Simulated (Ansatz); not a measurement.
Consider MoBr2 (1T sheet).

The cell holds 3 atoms: 1 Mo and 2 Br. Cell: a = 3.298 Å, b = 3.298 Å, c = 30.253 Å, α = 90.0°, β = 90.0°, γ = 120.0°. Vacuum lies along c.

```xyz
3
Lattice="0.0000 2.3324 2.3324 2.3324 -2.3324 0.0000 17.4666 17.4666 -17.4666" Properties=species:S:1:pos:R:3
Mo    5.5502    5.5502   -5.5502
Br    8.1233    5.7909   -5.7909
Br    5.3095    5.3095   -2.9772
```

The structure was relaxed with PBEsol. The structure was generated from a model, not taken from a measurement. The runs that relaxed it are not among those shown. The program's search for lower electronic states was switched off, so nothing shows that the state found is the lowest. PAW set soft_2, made with PBE.

A constrained-RPA run (Ansatz 0.2.0; non-magnetic PBEsol; Mo t2g, bands v2 to c1, 6×6×1 mesh, medium accuracy) builds 3 functions on bands 3.8 eV wide, with 4.0 electrons in the window. The bare on-site interaction is 9.9 eV and the bare J 0.35 eV.

What U and J survive the screening?

On the Mo t2g shell, U = 2.37 eV (24 % of the bare value), U′ = 1.87 eV, J = 0.23 eV.

The parent state is non-magnetic and the interaction static (zero frequency); U depends on the window and the orbitals, so it belongs to this model alone.

[Paths, hosts, dates, memory and timing lines, banners, echoed tables and standing remarks are left out of the program output.]

[Logs are printed without paths, hosts, clocks, repeated set-up lines and the standing remarks that a program may print on its own settings, such as how far it seeks lower states.]

[Runs of the session that timed out or met a known fault of the program may be left out.]

[Hosts, paths, dates, database ids (printed as entryN), source tags and the programs' standing remarks are cut or masked in the printed files.]
